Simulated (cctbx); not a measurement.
## CeFe2Pb2: solution and refinement

Cell a = 4.4420 Å, b = 4.4420 Å, c = 10.7540 Å, α = 90.00°, β = 90.00°, γ = 90.00°; space group I4/mmm (no. 139); content Pb4 Ce2 Fe4.

Simulated single-crystal data (cctbx): synchrotron X-rays, λ = 0.6889 Å, to d = 0.65 Å, 70 % of the full sphere, strongest reflection 20000 counts, noise from counting, a 3 % proportional error and a noise floor of 8 counts (s.d.); no absorption, and some extinction, which the refinements don't model.

Charge flipping in P1 on normalised amplitudes to 0.9 Å, δ = 1 σ, 10 % of the reflections treated as weak, 150 cycles:

```text
cycle      R  skewness
    0  0.542     0.29
   12  0.390     2.82
   24  0.400     3.00
   36  0.393     3.23
   48  0.380     2.93
   60  0.395     2.97
   72  0.387     2.97
   84  0.379     3.48
   96  0.412     3.30
  108  0.400     3.33
  120  0.375     2.97
  132  0.408     3.22
  144  0.379     2.95
origin shift          correlation  skewness
 0.152  0.248  0.456      0.997      6.42
 0.167  0.249  0.131      0.971      5.37
 0.166  0.229  0.279      0.961      6.18
 0.246  0.943 -0.001      0.794      0.20
taken: symmetry correlation 0.997, skewness 6.42
peak      x       y       z  mult  height/sigma
Q1    0.0000  0.0000  0.1383    4     13.6
Q2    0.0000  0.0000  0.5000    2     11.1
Q3    0.0000  0.5000  0.2500    4      3.2
Q4    0.0000  0.0000  0.0000    2      1.3
Q5    0.0000  0.5000  0.0806    8      0.8
Q6    0.0000  0.2396  0.0561   16      0.7
Q7    0.0000  0.2796  0.3240   16      0.6
Q8    0.0000  0.0000  0.2999    4      0.6
```

The origin is taken among those within 0.04 of the best correlation, by the skewness of the map.

Run time: 0.28 s on 1 thread of Arm Neoverse V2 (shared host), peak memory 0.07 GiB.

**Question.** Which peaks are atoms, and which elements?

Heights go roughly as Z and multiplicities must add up to the content. First model: Q1 = Pb1 (4 in the cell, height 13.6), Q2 = Ce1 (2 in the cell, height 11.1) and Q3 = Fe1 (4 in the cell, height 3.2). Against the true structure, Q1 is Pb, Q2 is Ce and Q3 is Fe; the other peaks are not atoms.

Least squares on F², isotropic:

```text
Rint 0.027, 148 unique reflections to 0.65 A
cycle     R1     wR2    GooF  max shift (A)
   1  0.1011  0.2455  12.973   0.01226
   2  0.0572  0.1360   7.187   0.00001
final R1 0.0572 wR2 0.1360 GooF 7.187  parameters 4  data/parameter 37.0
atom        x        y        z      Ueq    occ   su(xyz)  su(Uiso or U11)
Pb1    0.00000  0.00000  0.13944   0.0177  1.000  0.00016  0.0005
Ce1    0.00000  0.00000  0.50000   0.0111  1.000  0.00000  0.0006
Fe1    0.00000  0.50000  0.25000   0.0127  1.000  0.00000  0.0010
difference map: max 9.76 min -21.65 rms 1.23
Q1    0.0000  0.0000  0.1389    4    9.76  0.01 A from Pb1
Q2    0.0000  0.0000  0.0508    4    5.71  0.95 A from Pb1
Q3    0.0000  0.0000  0.3459    4    3.84  1.66 A from Ce1
Q4    0.0000  0.0000  0.2783    4    2.74  1.49 A from Pb1
Q5    0.0000  0.0000  0.4218    4    2.42  0.84 A from Ce1
```

Anisotropic refinement:

```text
Rint 0.027, 148 unique reflections to 0.65 A
cycle     R1     wR2    GooF  max shift (A)
   1  0.0572  0.1360   7.264   0.00140
   2  0.0091  0.0179   0.954   0.00000
final R1 0.0091 wR2 0.0179 GooF 0.954  parameters 7  data/parameter 21.1
atom        x        y        z      Ueq    occ   su(xyz)  su(Uiso or U11)
Pb1    0.00000  0.00000  0.13957   0.0168  1.000  0.00002  0.0001
Ce1    0.00000  0.00000  0.50000   0.0112  1.000  0.00000  0.0001
Fe1    0.00000  0.50000  0.25000   0.0128  1.000  0.00000  0.0002
difference map: max 0.83 min -1.28 rms 0.18
Q1    0.0000  0.1740  0.0000    8    0.84  1.69 A from Pb1
Q2    0.0000  0.0000  0.3191    4    0.57  1.93 A from Pb1
Q3    0.0000  0.3667  0.5000    8    0.54  1.63 A from Ce1
Q4    0.0000  0.2191  0.3079   16    0.52  1.39 A from Fe1
Q5    0.0000  0.0000  0.0566    4    0.52  0.89 A from Pb1
Q6    0.2462  0.2462  0.0000    8    0.51  1.59 A from Ce1
```

**Reading.** The refinement ends at R1 = 0.0091, wR2 = 0.0179, GooF = 0.95, with difference density between -1.28 and 0.83 e/Å³. Every site matches the true model in element, within 0.001 Å r.m.s., up to an allowed shift of origin.

True model:

```
atom  mult.    x  y       z  Ueq (Å²)
 Pb1      4    0  0  0.3604    0.0169
 Ce1      2    0  0       0    0.0113
 Fe1      4  1/2  0     1/4    0.0129
```

The model is made up (kin elements in a known structure type, no relaxation), so it says nothing on whether the phase exists.

[Middle refinement cycles are left out of these outputs.]

[Logs are printed without paths, hosts, clocks, repeated set-up lines and the standing remarks that a program may print on its own settings, such as how far it seeks lower states.]
